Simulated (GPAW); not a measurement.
# HfSi2N4 monolayer: work function by functional and basis, part 2 of 2

Wanted: work functions and dipole of HfSi2N4 monolayer, with the cost of each level. Where a layer proves gapped, the work function hangs on where the smearing puts the Fermi level, and the band edges take its place.

GPAW 26.7.0; GPAW, PAW setups; layer in a repeated cell with vacuum, relaxation of atoms and in-plane cell (the session's first sound run).

So far, upper work function (eV): step 3 (the slab's potential, PBE, GPAW) 5.67; step 4 (LDA) 6.03; step 5 (GPAW, PAW setups) 6.07.

## (6) Self-consistent run: xc = "revPBE"

The same geometry under revPBE, to see how far the functional moves the levels against the vacuum.

run.py reads:

```python
import json
import numpy as np
from ase import Atoms
from gpaw import GPAW, PW

slab = Atoms(
    ['N', 'Si', 'N', 'Hf', 'N', 'Si', 'N'],
    positions=[
        [-0.00000, 0.00000, 8.00000],
        [-0.00000, 1.73618, 8.49455],
        [-0.00000, 1.73618, 10.24572],
        [-0.00000, 0.00000, 11.51304],
        [-0.00000, 1.73618, 12.78036],
        [-0.00000, 1.73618, 14.53153],
        [-0.00000, 0.00000, 15.02608]],
    cell=[[3.00715, 0.0, 0.0], [-1.50358, 2.60426, 0.0], [0.0, 0.0, 23.0261]],
    pbc=[True, True, False])

slab.calc = GPAW(mode=PW(500), xc='revPBE', kpts={'size': (12, 12, 1), 'gamma': True},
                 occupations={'name': 'fermi-dirac', 'width': 0.05}, nbands='200%',
                 convergence={'density': 1e-05}, maxiter=200,
                 poissonsolver={'dipolelayer': 'xy'},
                 symmetry={'tolerance': 1e-3}, txt='slab.txt')
result = {}
energy = slab.get_potential_energy()
fermi = slab.calc.get_fermi_level()
v = slab.calc.get_electrostatic_potential().mean((0, 1)) - fermi
n = slab.calc.get_pseudo_density().mean((0, 1))
L = slab.cell[2, 2]
z = np.arange(len(v)) * L / len(v)
low, high = slab.positions[:, 2].min(), slab.positions[:, 2].max()
below, above = np.interp([low - 5.8, high + 5.8], z, v)
slopes = [np.interp(x, z, np.gradient(v, z)) for x in (low - 5.8, high + 5.8)]
eps = np.array([[slab.calc.get_eigenvalues(k, s) for k in range(len(slab.calc.get_ibz_k_points()))]
                for s in range(slab.calc.get_number_of_spins())]) - fermi
top, bottom = eps[eps < 0].max(), eps[eps > 0].min()
dipole = slab.get_dipole_moment()[2]
print(f'energy {energy:.4f} eV, Fermi level {fermi:.4f} eV, dipole {dipole:.5f} e A')
print(f'potential 5.8 A off the faces, from the Fermi level: lower {below:.4f} eV, upper {above:.4f} eV')
print(f'slope of the potential there: lower {slopes[0]:.5f}, upper {slopes[1]:.5f} eV/A')
print(f'nearest levels on the mesh: {top:.4f} and {bottom:.4f} eV')
print('magnetic moment', round(slab.get_magnetic_moment(), 3))
result.update(energy=energy, fermi=fermi, dipole=dipole, below=below, above=above, slopes=slopes, edges=[top, bottom],
              z=z.tolist(), v=v.tolist(), n=n.tolist(), positions=slab.positions.tolist(),
              forces=slab.get_forces(apply_constraint=False).tolist(), moments=slab.get_magnetic_moments().tolist())
json.dump(result, open('result.json', 'w'))
```

On the command line:

```
OMP_NUM_THREADS=1 OPENBLAS_NUM_THREADS=1 python run.py
```

It took 53 s on 1 thread of Arm Neoverse V2, shared host; peak memory 0.26 GiB.

This step gave:

```
levels nearest the Fermi level on the mesh : -0.7228, 0.8152 eV from the Fermi level
upper work function                        : 5.532 eV
lower work function                        : 5.523 eV
upper ionisation energy                    : 6.254 eV
```

The electrostatic potential energy of an electron (without an applied field's), less the Fermi level, planar mean oscillates, so the rows of the table below give means over windows of 1.06 Å about each position, cut where the curve ends. Its maxima inside the range that stand out by 2 % of the span (Å: eV): 9.6: 0.514, 10.6: -7.70, 12.4: -7.70, 13.4: 0.518. Its minima: 8.2: -22.3, 10.3: -11.9, 11.5: -26.6, 12.8: -11.9, 14.9: -22.3.

Electrostatic potential energy of an electron (without an applied field's), less the Fermi level, planar mean against z; means over each step:

z (Å), electrostatic potential energy of an electron (without an applied field's), less the Fermi level, planar mean (eV) and a bar from the least value:
```
     0.53        5.5 ##############################
     1.59        5.5 ##############################
     2.65        5.5 ##############################
     3.71        5.5 ##############################
     4.77        5.5 ##############################
     5.83        5.5 ##############################
     6.89        3.9 ############################
     7.95      -14.9 ####
     9.01       -8.3 ############
    10.07       -6.1 ###############
    11.13      -17.7 
    12.19      -13.2 ######
    13.25       -3.6 ##################
    14.31      -14.0 #####
    15.37       -8.5 ############
    16.43        4.9 #############################
    17.49        5.5 ##############################
    18.55        5.5 ##############################
    19.61        5.5 ##############################
    20.67        5.5 ##############################
    21.73        5.5 ##############################
    22.79        5.5 ##############################
```

The highest filled level lies 0.723 eV under the Fermi level, so the ionisation energy from the upper face is 5.532 + 0.723 = 6.254 eV, against 6.372 eV in the base run.

## (7) Self-consistent run: xc = "RPBE"

The same geometry under RPBE, to see how far the functional moves the levels against the vacuum.

run.py, as its differences from that of step 6:

```diff
@@ -18,3 +18,3 @@
 
-slab.calc = GPAW(mode=PW(500), xc='revPBE', kpts={'size': (12, 12, 1), 'gamma': True},
+slab.calc = GPAW(mode=PW(500), xc='RPBE', kpts={'size': (12, 12, 1), 'gamma': True},
                  occupations={'name': 'fermi-dirac', 'width': 0.05}, nbands='200%',
```

Run time: 53 s. Hardware: 1 thread; peak memory 0.26 GiB.

This step gave:

* levels nearest the Fermi level on the mesh: -0.7295, 0.8219 eV from the Fermi level
* upper work function: 5.519 eV
* lower work function: 5.510 eV
* upper ionisation energy: 6.248 eV

The electrostatic potential energy of an electron (without an applied field's), less the Fermi level, planar mean oscillates, so the rows of the table below give means over windows of 1.06 Å about each position, cut where the curve ends. Its maxima inside the range that stand out by 2 % of the span (Å: eV): 9.6: 0.479, 10.6: -7.74, 12.4: -7.74, 13.4: 0.483. Its minima: 8.2: -22.3, 10.3: -12.0, 11.5: -26.6, 12.8: -12.0, 14.9: -22.3.

Electrostatic potential energy of an electron (without an applied field's), less the Fermi level, planar mean against z; means over each step:

z (Å), electrostatic potential energy of an electron (without an applied field's), less the Fermi level, planar mean (eV) and a bar from the least value:
```
     0.53        5.5 ##############################
     1.59        5.5 ##############################
     2.65        5.5 ##############################
     3.71        5.5 ##############################
     4.77        5.5 ##############################
     5.83        5.4 ##############################
     6.89        3.9 ############################
     7.95      -14.9 ####
     9.01       -8.3 ############
    10.07       -6.1 ###############
    11.13      -17.7 
    12.19      -13.2 ######
    13.25       -3.6 ##################
    14.31      -14.0 #####
    15.37       -8.6 ############
    16.43        4.9 #############################
    17.49        5.5 ##############################
    18.55        5.5 ##############################
    19.61        5.5 ##############################
    20.67        5.5 ##############################
    21.73        5.5 ##############################
    22.79        5.5 ##############################
```

The highest filled level lies 0.730 eV under the Fermi level, so the ionisation energy from the upper face is 5.519 + 0.730 = 6.248 eV, against 6.372 eV in the base run.

## (8) OptPBE vdW: xc = "optPBE-vdW"

The same geometry under optPBE-vdW, to see how far the functional moves the levels against the vacuum (the van der Waals functionals take revPBE setups).

run.py, as its differences from that of step 7:

```diff
@@ -18,3 +18,3 @@
 
-slab.calc = GPAW(mode=PW(500), xc='RPBE', kpts={'size': (12, 12, 1), 'gamma': True},
+slab.calc = GPAW(mode=PW(500), xc='optPBE-vdW', kpts={'size': (12, 12, 1), 'gamma': True},
                  occupations={'name': 'fermi-dirac', 'width': 0.05}, nbands='200%',
```

Elapsed: 61 s, on 1 thread; peak memory 0.42 GiB.

This step gave:

- levels nearest the Fermi level on the mesh: -0.7305, 0.8255 eV from the Fermi level
- upper work function: 5.890 eV
- lower work function: 5.882 eV
- upper ionisation energy: 6.621 eV

The highest filled level lies 0.731 eV under the Fermi level, so the ionisation energy from the upper face is 5.890 + 0.731 = 6.621 eV, against 6.372 eV in the base run.

## (9) Real-space grid: mode = "fd"

A real-space grid is a second complete basis, so it checks the plane-wave result.

run.py, as its differences from that of step 8:

```diff
@@ -3,3 +3,3 @@
 from ase import Atoms
-from gpaw import GPAW, PW
+from gpaw import GPAW
 
@@ -18,3 +18,3 @@
 
-slab.calc = GPAW(mode=PW(500), xc='optPBE-vdW', kpts={'size': (12, 12, 1), 'gamma': True},
+slab.calc = GPAW(mode='fd', h=0.18, xc='PBE', kpts={'size': (12, 12, 1), 'gamma': True},
                  occupations={'name': 'fermi-dirac', 'width': 0.05}, nbands='200%',
```

It took 3 min on 1 thread; peak memory 0.75 GiB.

This step gave:

| Property | Result |
| --- | --- |
| dipole along the normal | -3.53e-4 e·Å |
| levels nearest the Fermi level on the mesh | -0.7153, 0.8093 eV from the Fermi level |
| upper work function | 5.694 eV |
| lower work function | 5.686 eV |
| upper ionisation energy | 6.410 eV |

The highest filled level lies 0.715 eV under the Fermi level, so the ionisation energy from the upper face is 5.694 + 0.715 = 6.410 eV, against 6.372 eV in the base run.

## (10) Atomic orbitals: mode = "lcao"

Atom-centred orbitals end a few angstrom from the surface, which tests how much the density's tail matters.

run.py, as its differences from that of step 9:

```diff
@@ -18,4 +18,4 @@
 
-slab.calc = GPAW(mode='fd', h=0.18, xc='PBE', kpts={'size': (12, 12, 1), 'gamma': True},
-                 occupations={'name': 'fermi-dirac', 'width': 0.05}, nbands='200%',
+slab.calc = GPAW(mode='lcao', basis='dzp', h=0.18, xc='PBE', kpts={'size': (12, 12, 1), 'gamma': True},
+                 occupations={'name': 'fermi-dirac', 'width': 0.05}, nbands='120%',
                  convergence={'density': 1e-05}, maxiter=200,
```

The job ended after 3.9 min (1 thread; peak memory 0.33 GiB).

This step gave:

```yaml
dipole_along_the_normal: -3.54e-4 e·Å
levels_nearest_the_fermi_level_on_the_mesh: -0.6762, 0.7647 eV from the Fermi level
upper_work_function: 5.651 eV
lower_work_function: 5.643 eV
upper_ionisation_energy: 6.328 eV
```

The electrostatic potential energy of an electron (without an applied field's), less the Fermi level, planar mean oscillates, so the rows of the table below give means over windows of 0.99 Å about each position, cut where the curve ends. Its maxima inside the range that stand out by 2 % of the span (Å: eV): 9.62: 0.608, 10.61: -7.72, 12.41: -7.72, 13.40: 0.612. Its minima: 8.10: -22.4, 10.25: -11.7, 11.51: -26.6, 12.77: -11.7, 14.93: -22.3.

The electrostatic potential energy of an electron (without an applied field's), less the Fermi level, planar mean by z; means over each step:

```
z (Å)  electrostatic potential energy of an electron (without an applied field's), less the Fermi level, planar mean (eV)
 0.49                                                                                                                5.64
 1.48                                                                                                                5.64
 2.47                                                                                                                5.64
 3.46                                                                                                                5.64
 4.45                                                                                                                5.64
 5.44                                                                                                                5.64
 6.43                                                                                                                5.37
 7.42                                                                                                               -2.55
 8.41                                                                                                               -18.8
 9.40                                                                                                               -2.24
10.39                                                                                                               -8.75
11.38                                                                                                               -21.4
12.37                                                                                                               -10.9
13.36                                                                                                               -2.19
14.35                                                                                                               -15.0
15.34                                                                                                               -9.05
16.33                                                                                                                4.94
17.32                                                                                                                5.64
18.31                                                                                                                5.65
19.30                                                                                                                5.65
20.29                                                                                                                5.65
21.29                                                                                                                5.65
22.27                                                                                                                5.65
```

The highest filled level lies 0.676 eV under the Fermi level, so the ionisation energy from the upper face is 5.651 + 0.676 = 6.328 eV, against 6.372 eV in the base run.

## (11) The ladder

Times are for 1 thread of Arm Neoverse V2, shared host. The runs compared:

```
no.         run  upper ionisation energy (eV)     time  memory (GiB)
  1          pw                         6.372     53 s          0.26
  2         LDA                         6.669     52 s          0.26
  3     vdW DF2                         6.828     62 s          0.42
  4      revPBE                         6.254     53 s          0.26
  5        RPBE                         6.248     53 s          0.26
  6  optPBE vdW                         6.621     61 s          0.42
  7          fd                         6.410    3 min          0.75
  8        lcao                         6.328  3.9 min          0.33
```

## (12) Side by side

Results and costs are gathered.

This step: comparison of work functions, dipole and cost (GPAW 26.7.0).

Ladder, by row:

```
      step  code  work function, upper (eV)  work function, lower (eV)  dipole (e Å)  wall time (s)  peak memory (GiB)  threads
        pw  GPAW                      5.669                      5.661      -4.73e-4          52.69               0.26        1
       LDA  GPAW                      6.031                      6.023      -4.74e-4          51.83               0.26        1
   vdW-DF2  GPAW                      6.066                      6.058      -4.73e-4          61.98               0.42        1
    revPBE  GPAW                      5.532                      5.523      -4.73e-4          52.79               0.26        1
      RPBE  GPAW                      5.519                       5.51      -4.73e-4           52.6               0.26        1
optPBE-vdW  GPAW                       5.89                      5.882      -4.73e-4           60.8               0.42        1
        fd  GPAW                      5.694                      5.686      -3.53e-4          179.1               0.75        1
      lcao  GPAW                      5.651                      5.643      -3.54e-4          233.8               0.33        1
```

## (13) A changed run

One more run, with changed settings.

This step: GPAW, PAW setups; slab in vacuum (GPAW 26.7.0).

run.py, as its differences from that of step 10:

```diff
@@ -3,3 +3,3 @@
 from ase import Atoms
-from gpaw import GPAW
+from gpaw import GPAW, PW
 
@@ -18,5 +18,5 @@
 
-slab.calc = GPAW(mode='lcao', basis='dzp', h=0.18, xc='PBE', kpts={'size': (12, 12, 1), 'gamma': True},
-                 occupations={'name': 'fermi-dirac', 'width': 0.05}, nbands='120%',
-                 convergence={'density': 1e-05}, maxiter=200,
+slab.calc = GPAW(mode=PW(500), xc='PBE', kpts={'size': (12, 12, 1), 'gamma': True},
+                 occupations={'name': 'fermi-dirac', 'width': 0.05}, nbands='200%',
+                 convergence={'density': 1e-05}, maxiter=75,
                  poissonsolver={'dipolelayer': 'xy'},
@@ -31,4 +31,4 @@
 low, high = slab.positions[:, 2].min(), slab.positions[:, 2].max()
-below, above = np.interp([low - 5.8, high + 5.8], z, v)
-slopes = [np.interp(x, z, np.gradient(v, z)) for x in (low - 5.8, high + 5.8)]
+below, above = np.interp([low - 1.0, high + 1.0], z, v)
+slopes = [np.interp(x, z, np.gradient(v, z)) for x in (low - 1.0, high + 1.0)]
 eps = np.array([[slab.calc.get_eigenvalues(k, s) for k in range(len(slab.calc.get_ibz_k_points()))]
@@ -38,3 +38,3 @@
 print(f'energy {energy:.4f} eV, Fermi level {fermi:.4f} eV, dipole {dipole:.5f} e A')
-print(f'potential 5.8 A off the faces, from the Fermi level: lower {below:.4f} eV, upper {above:.4f} eV')
+print(f'potential 1.0 A off the faces, from the Fermi level: lower {below:.4f} eV, upper {above:.4f} eV')
 print(f'slope of the potential there: lower {slopes[0]:.5f}, upper {slopes[1]:.5f} eV/A')
```

Wall time 53 s (1 thread); peak memory 0.26 GiB.

The run finished. A setting was moved off its sound value on purpose, so it serves as a test and not as the result.

The fault put into the input: the potential probed 1 A off the face (probe = 1.0).

## (14) Results

```yaml
work_function_upper_and_lower_face_fermi_level_placed_in_the_gap_by_the_smearing: 5.669 and 5.661 eV
ionisation_energy_from_the_upper_face_highest_filled_level_on_the_mesh: 6.37 eV
electron_affinity_from_the_upper_face_lowest_empty_kohn_sham_level_on_the_mesh: 4.87 eV
dipole_along_the_normal: -4.7e-4 e Å, near the numerical noise
```

**Reading.** With plane waves and PBE the ionisation energy from the upper face is 6.37 eV and the Kohn-Sham electron affinity 4.87 eV. The levels nearest the Fermi level on the mesh lie 1.50 eV apart, so the slab is gapped there: the smearing puts the Fermi level inside the gap, and from either face the ionisation energy is the work function plus 0.70 eV. Both are Kohn-Sham levels on the mesh, and semilocal gaps are too small, so the affinity tends to come out too large and the ionisation energy too small. Work functions of a gapped slab move with the place of the Fermi level in the gap; over the runs without a planted fault the highest filled level on the mesh lies 6.25 (RPBE) to 6.83 eV (vdW-DF2) under the upper vacuum level. With elements this heavy, spin-orbit coupling can move band edges by tenths of an eV. The small printed dipole stands for a step of 11 meV from the lower to the upper face, and the probes find 8.3 meV; values this small are near the numerical noise of both. The layer's cell and atoms come from the relaxation; spin-orbit coupling and temperature are left out.

[Logs are printed without paths, hosts, clocks, repeated set-up lines and the standing remarks that a program may print on its own settings, such as how far it seeks lower states.]

[Hosts, paths, dates, database ids (printed as entryN), source tags and the programs' standing remarks are cut or masked in the printed files.]
